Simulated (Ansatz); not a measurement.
## F on W(110): change of the work function

Wanted: Δφ(θ) for F/W(110), starting from the hollow site.

Calculated with Ansatz 0.2.0; plane-wave DFT, PBE, Ansatz PAW.

This is a report of a sequence of runs, with most program output left out.

## (1) The structure

The cell holds 4 atoms: 4 W. Its edges and angles: a = 2.737 Å, b = 2.737 Å, c = 24.703 Å, α = 90.0°, β = 90.0°, γ = 70.5°. Vacuum lies along c.

## (2) The clean slab

The bare slab comes first, as the zero from which every change is counted. The two lowest layers are held at bulk places and the upper ones relax. The dipole correction removes the false field that a one-sided slab makes across the periodic vacuum, so each face gets a flat vacuum level of its own.

Contents of input.yaml:

```yaml
crystal:
  lattice:
    - [2.2344574285, -1.58, 0.0]
    - [2.2344574285, 1.58, 0.0]
    - [0.0, 0.0, 24.7033722856]
  atoms:
    - { symbol: W, position: [0.0, 0.0, 0.3643227287] }
    - { symbol: W, position: [0.5, 0.5, 0.4547742429] }
    - { symbol: W, position: [0.0, 0.0, 0.5452257571] }
    - { symbol: W, position: [0.5, 0.5, 0.6356772713] }
kpoints:
  mp_grid: { grid: [12, 12, 1] }
hamiltonian:
  xc: pbe
scf:
  occupations: { method: fermi_dirac, width: 0.1 }
  convergence: { dr2_threshold: 1.0e-08 }
efield:
  axis: 3
  dipole_correction: true
  ramp_position: 0.97
  ramp_width: 0.06
relax:
  f_tol: 0.02
  max_steps: 60
  constraints: [{ sites: [0, 1] }]
output:
  write_potential: true
  write_density: true
  volumetric_format: npy
```

Run with:

```sh
> ansatz run input.yaml --threads 4 --pin off --max-ram 6144MiB --backend cpu --events-out ev --progress --plain --runs-dir out
```

Wall time 24 s (4 threads of Intel Xeon Platinum 8259CL at 2.50GHz (Skylake/Cascade Lake), shared host); peak memory 0.66 GiB.

Step by step:

| step | energy less that of the first step (eV) | largest force component (eV/Å) |
| --- | --- | --- |
| 1 | 0.0000 | 0.6535 |
| 2 | 0.0440 | 1.3654 |
| 3 | -0.0126 | 0.0900 |
| 4 | -0.0130 | 0.0113 |

Relaxation step 2 was tried and not accepted.

The run keeps the 4 symmetry operations that it works with, so distortions that break them were not tested.

The atoms that moved most (Å):

| atom | dx | dy | dz | length |
| --- | --- | --- | --- | --- |
| W3 | 0.000 | 0.000 | 0.038 | 0.038 |

The relaxed structure:

```xyz
4
Lattice="2.2345 -1.5800 0.0000 2.2345 1.5800 0.0000 0.0000 0.0000 24.7034" Properties=species:S:1:pos:R:3
W     0.0000    0.0000    9.0000
W     2.2345    0.0000   11.2345
W     0.0000    0.0000   13.5068
W     2.2345    0.0000   15.6990
```

This step gave:

- energy at zero smearing: -41536.4168 eV
- work function, upper face: 4.845 eV
- work function, lower face: 4.899 eV
- dipole along the normal: 0.002118 e·Å
- step between the vacuum levels: -0.05428 eV

Running mean over 2.234 Å of the planar mean; the ramp of the sawtooth is left out. Table of electron's electrostatic potential energy less the Fermi level by z:

| z (Å) | electron's electrostatic potential energy less the Fermi level (eV) |
| --- | --- |
| 3.5 | 4.90 |
| 4.0 | 4.90 |
| 4.5 | 4.90 |
| 5.0 | 4.89 |
| 5.5 | 4.86 |
| 6.0 | 4.75 |
| 6.5 | 4.41 |
| 7.0 | 3.30 |
| 7.5 | -0.135 |
| 8.0 | -5.75 |
| 8.5 | -10.5 |
| 9.0 | -12.2 |
| 9.5 | -12.5 |
| 10.0 | -12.6 |
| 10.5 | -12.7 |
| 11.0 | -12.7 |
| 11.5 | -12.7 |
| 12.0 | -12.5 |
| 12.5 | -12.4 |
| 13.0 | -12.6 |
| 13.5 | -12.8 |
| 14.0 | -13.0 |
| 14.5 | -13.1 |
| 15.0 | -12.9 |
| 15.5 | -12.5 |
| 16.0 | -11.5 |
| 16.5 | -7.95 |
| 17.0 | -2.27 |
| 17.5 | 2.24 |
| 18.0 | 4.06 |
| 18.5 | 4.61 |
| 19.0 | 4.78 |
| 19.5 | 4.82 |
| 20.0 | 4.84 |
| 20.5 | 4.84 |
| 21.0 | 4.84 |
| 21.5 | 4.84 |

The relaxation took 4 steps and lowered the energy by 0.013 eV; the largest force on the free atoms ends at 0.011 eV/Å.

The work function of the upper face is 4.84 eV.

## (3) The covered slab, k-mesh 6×6×1, coverage 0.25 ML

System of this step: W16F (F/W(110)). The cell holds 17 atoms: 16 W and 1 F. Cell: a = 5.473 Å, b = 5.473 Å, c = 26.366 Å, α = 90.0°, β = 90.0°, γ = 70.5°. Vacuum lies along c.

The clean slab as it ended is repeated in the plane and the adsorbate is set on one face; the cell's size fixes the coverage, and the k-mesh shrinks with it to keep the sampling density about even. Adsorbate and upper layers relax, since the dipole depends on the height.

Contents of input.yaml:

```yaml
crystal:
  lattice:
    - [4.468914857, -3.16, 0.0]
    - [4.468914857, 3.16, 0.0]
    - [0.0, 0.0, 26.3661483515]
  atoms:
    - { symbol: W, position: [0.0, 0.0, 0.341346786] }
    - { symbol: W, position: [0.25, 0.25, 0.4260939929] }
    - { symbol: W, position: [0.0, 0.0, 0.5122778081] }
    - { symbol: W, position: [0.25, 0.25, 0.5954211195] }
    - { symbol: W, position: [0.0, 0.5, 0.341346786] }
    - { symbol: W, position: [0.25, 0.75, 0.4260939929] }
    - { symbol: W, position: [0.0, 0.5, 0.5122778081] }
    - { symbol: W, position: [0.25, 0.75, 0.5954211195] }
    - { symbol: W, position: [0.5, 0.0, 0.341346786] }
    - { symbol: W, position: [0.75, 0.25, 0.4260939929] }
    - { symbol: W, position: [0.5, 0.0, 0.5122778081] }
    - { symbol: W, position: [0.75, 0.25, 0.5954211195] }
    - { symbol: W, position: [0.5, 0.5, 0.341346786] }
    - { symbol: W, position: [0.75, 0.75, 0.4260939929] }
    - { symbol: W, position: [0.5, 0.5, 0.5122778081] }
    - { symbol: W, position: [0.75, 0.75, 0.5954211195] }
    - { symbol: F, position: [0.42, 0.42, 0.658653214] }
kpoints:
  mp_grid: { grid: [6, 6, 1] }
hamiltonian:
  xc: pbe
scf:
  occupations: { method: fermi_dirac, width: 0.1 }
  convergence: { dr2_threshold: 1.0e-08 }
efield:
  axis: 3
  dipole_correction: true
  ramp_position: 0.97
  ramp_width: 0.06
relax:
  f_tol: 0.02
  max_steps: 60
  constraints: [{ sites: [0, 1, 4, 5, 8, 9, 12, 13] }]
output:
  dos: { projected: true, e_range: [-8, 4] }
  write_potential: true
  write_density: true
  volumetric_format: npy
  elf: true
```

Wall time 3.2 min (4 threads); peak memory 2.9 GiB.

This run has no spin polarisation although its electron count is odd.

Step by step:

| step | energy less that of the first step (eV) | largest force component (eV/Å) |
| --- | --- | --- |
| 1 | 0.0000 | 0.7154 |
| 2 | -0.0402 | 1.3682 |
| 3 | -0.1739 | 0.2216 |
| 4 | -0.1785 | 0.0570 |
| 5 | -0.1794 | 0.0449 |
| 6 | -0.1798 | 0.0092 |

Forces are held to the 2 operations that the run works with; a distortion that breaks them can't arise in this run.

The atoms that moved most (Å):

| atom | dx | dy | dz | length |
| --- | --- | --- | --- | --- |
| F17 | -0.156 | 0.000 | -0.100 | 0.186 |
| W16 | 0.058 | 0.000 | -0.047 | 0.075 |
| W4 | -0.070 | 0.000 | 0.027 | 0.075 |
| W8 | 0.068 | 0.002 | 0.011 | 0.069 |
| W12 | 0.068 | -0.002 | 0.011 | 0.069 |
| W3 | 0.018 | 0.000 | -0.009 | 0.020 |
| W11 | 0.008 | 0.005 | 0.002 | 0.010 |
| W7 | 0.008 | -0.005 | 0.002 | 0.010 |

The relaxed structure:

```cif
data_structure
_symmetry_space_group_name_H-M 'P 1'
_symmetry_Int_Tables_number 1
_cell_length_a 5.4733
_cell_length_b 5.4733
_cell_length_c 26.3661
_cell_angle_alpha 90.000
_cell_angle_beta 90.000
_cell_angle_gamma 70.529
_cell_volume 744.67
loop_
_atom_site_label
_atom_site_type_symbol
_atom_site_fract_x
_atom_site_fract_y
_atom_site_fract_z
_atom_site_occupancy
W1 W 0.00000 0.00000 0.34135 1
W2 W 0.25000 0.25000 0.42609 1
W3 W 0.00197 0.00197 0.51195 1
W4 W 0.24221 0.24221 0.59645 1
W5 W 0.00000 0.50000 0.34135 1
W6 W 0.25000 0.75000 0.42609 1
W7 W 0.00175 0.50004 0.51234 1
W8 W 0.25735 0.75796 0.59584 1
W9 W 0.50000 0.00000 0.34135 1
W10 W 0.75000 0.25000 0.42609 1
W11 W 0.50004 0.00175 0.51234 1
W12 W 0.75796 0.25735 0.59584 1
W13 W 0.50000 0.50000 0.34135 1
W14 W 0.75000 0.75000 0.42609 1
W15 W 0.50003 0.50003 0.51241 1
W16 W 0.75649 0.75649 0.59362 1
F17 F 0.40253 0.40253 0.65485 1
```

Numbers from this step:

```
energy at zero smearing        : -166954.9375 eV
work function, upper face      : 4.860 eV
work function, lower face      : 4.909 eV
dipole along the normal        : 0.007580 e·Å
step between the vacuum levels : -0.04856 eV
```

Running mean over 2.234 Å of the planar mean; the ramp of the sawtooth is left out. The electron's electrostatic potential energy less the Fermi level by z:

| z (Å) | electron's electrostatic potential energy less the Fermi level (eV) |
| --- | --- |
| 4 | 4.91 |
| 5 | 4.90 |
| 6 | 4.76 |
| 7 | 3.29 |
| 8 | -5.75 |
| 9 | -12.2 |
| 10 | -12.6 |
| 11 | -12.7 |
| 12 | -12.4 |
| 13 | -12.6 |
| 14 | -12.9 |
| 15 | -12.9 |
| 16 | -12.0 |
| 17 | -3.39 |
| 18 | 3.22 |
| 19 | 4.75 |
| 20 | 4.86 |
| 21 | 4.86 |
| 22 | 4.86 |
| 23 | 4.86 |

The density of states has structure finer than the step of the table below, so its rows give means over 0.5 eV, whole bins alone (the curve runs from -8 to 1.98 eV). Peaks (eV: height): -4.57: 34.4, -3.13: 33.4, -2.95: 31.5, -2.77: 29.8, -2.59: 28.4, -2.08: 27.1, -1.47: 27.3.

Density of states against energy, zero at the Fermi level; means over each step:

energy (eV), density of states (states/eV a cell) and a bar from the least value:
```
     -7.5        3.9 #
     -7.0        9.2 #########
     -6.5        3.2 
     -6.0        6.2 #####
     -5.5       10.6 ###########
     -5.0       11.5 #############
     -4.5       18.2 #######################
     -4.0       11.8 #############
     -3.5       11.8 #############
     -3.0       23.0 ##############################
     -2.5       20.2 ##########################
     -2.0       20.6 ##########################
     -1.5       19.4 #########################
     -1.0       12.4 ##############
     -0.5       11.3 ############
      0.0       11.8 #############
      0.5       12.6 ##############
      1.0       16.6 ####################
      1.5       19.7 #########################
```

Projected DOS per atom over height of the atomic layer and energy from the Fermi level. Layers: W4 W4 W4 W4 F from below.

Ten even steps from '0' (0.0 states/eV) to '9' (6.9 states/eV), each cell a mean:
```
11110
11110
11110
10010
10010
10010
10010
21010
21120
11110
12110
12210
00000
01110
11110
01100
01100
00000
00000
00009
00002
00000
```
Columns: height of the atomic layer (Å) from 9 to 17.3 (not evenly spaced); rows upwards: energy from the Fermi level (eV) from -7.96 to 1.95.

Valence density in the ca plane at fractional y = 0.000, with atoms of W within 0.2 Å of it. It is the smooth field of the valence electrons, not physical close to the nuclei.

Ten even steps from '0' (0.0 e/Å³) to '9' (5.1 e/Å³), each cell a mean:
```
79961000000149983000000000000000000000000000
35520000000014531000000000000000000000000000
01100000000001110000000000000000000000000000
00000000000000000000000000000000000000000000
11110000000001110000000000000000000000000000
36531000000025641000000000000000000000000000
79961000000149983000000000000000000000000000
89972000000159893000000000000000000000000000
58841000000037962000000000000000000000000000
13310000000012320000000000000000000000000000
01000000000000100000100000000000000000000000
01000000000000100000100000000000000000000000
13310000000012321000000000000000000000000000
58841000000038962000000000000000000000000000
89972000000169893000000000000000000000000000
```
Columns run along c (16.0 Å, from fractional 0.32 to 0.93 of the cell), rows up along a (5.5 Å). Atoms in or near the plane, at fractional coordinates: W at (0.34, 0.00), W at (0.51, 0.00), W at (0.34, 0.50), W at (0.51, 0.50).

Electrostatic potential energy in the ca plane at fractional y = 0.000, with atoms of W within 0.2 Å of it. With pseudopotentials it is smooth inside the atoms' cores, unlike the true potential.

Ten even steps from '0' (-59 eV) to '9' (10 eV), each cell a mean:
```
10026899999730014899999999999999999999999999
42257998899863247899999999999999999999999999
87789998899987778998899999999999999999999999
88889998889998889998889999999999999999999999
77788998899987678998889999999999999999999999
42257998899863236899899999999999999999999999
10026899999730004899999999999999999999999999
10016899999720004899999999999999999999999999
30137899999841025899999999999999999999999999
65568998899875468998889999999999999999999999
88889998889988889998889999999999999999999999
88889998889988889998889999999999999999999999
64568998899875457998889999999999999999999999
20037899999741015899999999999999999999999999
10016899999720004899999999999999999999999999
```
Columns run along c (16.0 Å, from fractional 0.32 to 0.93 of the cell; values clipped at the 3rd and 97th percentile), rows up along a (5.5 Å). Atoms in or near the plane, at fractional coordinates: W at (0.34, 0.00), W at (0.51, 0.00), W at (0.34, 0.50), W at (0.51, 0.50).

ELF in the ca plane at fractional y = 0.000, with atoms of W within 0.2 Å of it. It is the smooth field of the valence electrons, not physical close to the nuclei.

Ten even steps from '0' (0.00) to '9' (0.70), each cell a mean:
```
96684565565388696355556764310000000000000000
69963654456348973455567764210000000000000000
45434654556544444555567764210000000000000000
65446655556655445655567753100000000000000000
45434654556534544554566642000000000000000000
79963554456348973454456531000000000000000000
96684565565388586455556531000000000000000000
93385565565496187455567642000000000000000000
99973564455369994465567763100000000000000000
47644654456435753565567764200000000000000000
55445655556654445766667764210000000000000000
55445655556644445766667765310000000000000000
57644654456436753565556664310000000000000000
99984564455369895465456664310000000000000000
93385565565495187355556664310000000000000000
```
Columns run along c (16.0 Å, from fractional 0.32 to 0.93 of the cell), rows up along a (5.5 Å). Atoms in or near the plane, at fractional coordinates: W at (0.34, 0.00), W at (0.51, 0.00), W at (0.34, 0.50), W at (0.51, 0.50).

The relaxation took 6 steps and lowered the energy by 0.18 eV; the largest force on the free atoms ends at 0.0092 eV/Å.

By hand: a sheet of dipoles makes a step −p/(ε₀A) in the electron's potential. With e/ε₀ = 180.95 V·Å, p = 0.007580 e·Å and A = 28.24 Å², that is −180.95 × (0.007580) / 28.24 = -0.049 eV, and the two vacuum levels of the run differ by -0.049 eV.

The covered face has 4.86 eV, +0.02 eV against the clean one; the bare back face has moved by +0.01 eV, a measure of how thin the slab is.

## (4) The covered slab, k-mesh 12×12×1, coverage 1 ML

System of this step: W4F (F/W(110)). The cell holds 5 atoms: 4 W and 1 F. Cell: a = 2.737 Å, b = 2.737 Å, c = 26.366 Å, α = 90.0°, β = 90.0°, γ = 70.5°. Vacuum lies along c.

Another coverage, to see how the dipoles act on each other as their distance changes.

input.yaml, the sections that differ from step 3:

```yaml
crystal:
  lattice:
    - [2.2344574285, -1.58, 0.0]
    - [2.2344574285, 1.58, 0.0]
    - [0.0, 0.0, 26.3661483515]
  atoms:
    - { symbol: W, position: [0.0, 0.0, 0.341346786] }
    - { symbol: W, position: [0.5, 0.5, 0.4260939929] }
    - { symbol: W, position: [0.0, 0.0, 0.5122778081] }
    - { symbol: W, position: [0.5, 0.5, 0.5954211195] }
    - { symbol: F, position: [0.84, 0.84, 0.658653214] }
kpoints:
  mp_grid: { grid: [12, 12, 1] }
relax:
  f_tol: 0.02
  max_steps: 60
  constraints: [{ sites: [0, 1] }]
output:
  write_potential: true
  write_density: true
  volumetric_format: npy
# hamiltonian, scf, efield: as in step 3
```

It took 41 s on 4 threads; peak memory 0.68 GiB.

Relaxation path:

| step | energy less that of the first step (eV) | largest force component (eV/Å) |
| --- | --- | --- |
| 1 | 0.0000 | 1.3402 |
| 2 | -0.0494 | 0.7266 |
| 3 | -0.1082 | 0.3923 |
| 4 | -0.1168 | 0.0775 |
| 5 | -0.1193 | 0.0295 |
| 6 | -0.1193 | 0.0037 |

Forces are held to the 2 operations that the run works with; a distortion that breaks them can't arise in this run.

The atoms that moved most (Å):

| atom | dx | dy | dz | length |
| --- | --- | --- | --- | --- |
| F5 | -0.032 | 0.000 | -0.107 | 0.112 |
| W4 | 0.086 | 0.000 | -0.005 | 0.086 |
| W3 | 0.010 | 0.000 | -0.001 | 0.010 |

Final coordinates:

```xyz
5
Lattice="2.2345 -1.5800 0.0000 2.2345 1.5800 0.0000 0.0000 0.0000 26.3661" Properties=species:S:1:pos:R:3
W     0.0000    0.0000    9.0000
W     2.2345    0.0000   11.2345
W     0.0101    0.0000   13.5054
W     2.3208    0.0000   15.6944
F     3.7215    0.0000   17.2589
```

This step gave:

```yaml
energy_at_zero_smearing: -42345.5312 eV
work_function_upper_face: 5.488 eV
work_function_lower_face: 4.904 eV
dipole_along_the_normal: -0.02275 e·Å
step_between_the_vacuum_levels: 0.5832 eV
```

Running mean over 2.234 Å of the planar mean; the ramp of the sawtooth is left out. Table of electron's electrostatic potential energy less the Fermi level by z:

| z (Å) | electron's electrostatic potential energy less the Fermi level (eV) |
| --- | --- |
| 3.5 | 4.90 |
| 4.0 | 4.90 |
| 4.5 | 4.90 |
| 5.0 | 4.89 |
| 5.5 | 4.86 |
| 6.0 | 4.76 |
| 6.5 | 4.41 |
| 7.0 | 3.28 |
| 7.5 | -0.135 |
| 8.0 | -5.76 |
| 8.5 | -10.5 |
| 9.0 | -12.2 |
| 9.5 | -12.5 |
| 10.0 | -12.6 |
| 10.5 | -12.7 |
| 11.0 | -12.7 |
| 11.5 | -12.7 |
| 12.0 | -12.5 |
| 12.5 | -12.4 |
| 13.0 | -12.6 |
| 13.5 | -12.8 |
| 14.0 | -13.0 |
| 14.5 | -13.3 |
| 15.0 | -13.4 |
| 15.5 | -13.4 |
| 16.0 | -13.8 |
| 16.5 | -11.9 |
| 17.0 | -6.50 |
| 17.5 | -1.57 |
| 18.0 | 1.17 |
| 18.5 | 3.74 |
| 19.0 | 5.25 |
| 19.5 | 5.46 |
| 20.0 | 5.48 |
| 20.5 | 5.49 |
| 21.0 | 5.49 |
| 21.5 | 5.49 |
| 22.0 | 5.49 |
| 22.5 | 5.49 |
| 23.0 | 5.49 |

The relaxation took 6 steps and lowered the energy by 0.12 eV; the largest force on the free atoms ends at 0.0037 eV/Å.

The covered face has 5.49 eV, +0.64 eV against the clean one; the bare back face has moved by +0.01 eV, a measure of how thin the slab is.

## (5) Work function against coverage

This step: plane-wave DFT, PBE, Ansatz PAW; work function against coverage (Ansatz 0.2.0).

The runs are now put side by side.

Numbers from this step:

```yaml
work_function_of_the_clean_face: 4.845 eV
largest_change_of_the_work_function: 0.6430 eV
```

Table of work function of the covered face by coverage:

| coverage (adsorbates/nm²) | work function of the covered face (eV) |
| --- | --- |
| 0.00 | 4.84 |
| 3.54 | 4.86 |
| 14.16 | 5.49 |

The dipole per adsorbate comes from the change of the cell's dipole. Coverage, by row:

| coverage (1/nm²) | coverage (ML) | work function (eV) | change (eV) | dipole per adsorbate, positive end outwards (debye) | mean height of the added atoms over the highest substrate atom (Å) |
| --- | --- | --- | --- | --- | --- |
| 3.541 | 0.25 | 4.86 | 0.01561 | -0.004 | 1.54 |
| 14.16 | 1 | 5.488 | 0.643 | -0.119 | 1.564 |

## (6) Results

```json
{
 "work function of the clean face": "4.84 eV",
 "work function at 0.25 ML": "4.86 eV",
 "work function at 1 ML": "5.49 eV",
 "dipole per adsorbate at 0.25 ML, positive end outwards": "0.00 D"
}
```

**Reading.** At the lowest coverage F changes the work function of W(110) by under 0.15 eV, within the error of so thin a slab; the largest change, +0.64 eV, comes at higher coverage. The slab has 4 layers, at the tabulated experimental lattice constant, one starting site was run, and quantum-size effects of a slab this thin can reach one or two tenths of an eV.

[Logs are printed without paths, hosts, clocks, repeated set-up lines and the standing remarks that a program may print on its own settings, such as how far it seeks lower states.]

[Hosts, paths, dates, database ids (printed as entryN), source tags and the programs' standing remarks are cut or masked in the printed files.]

[Maps of the electrostatic potential energy from Ansatz leave out the sawtooth potential of an applied field or a dipole correction, so their vacuum need not be flat; planar profiles and work functions include it.]

[The density of states shown here was stored with 400 of the rows of the run's finer table, so its peaks can read low, often by over a quarter, or be missed, and its means over a window can be off by a tenth or more.]
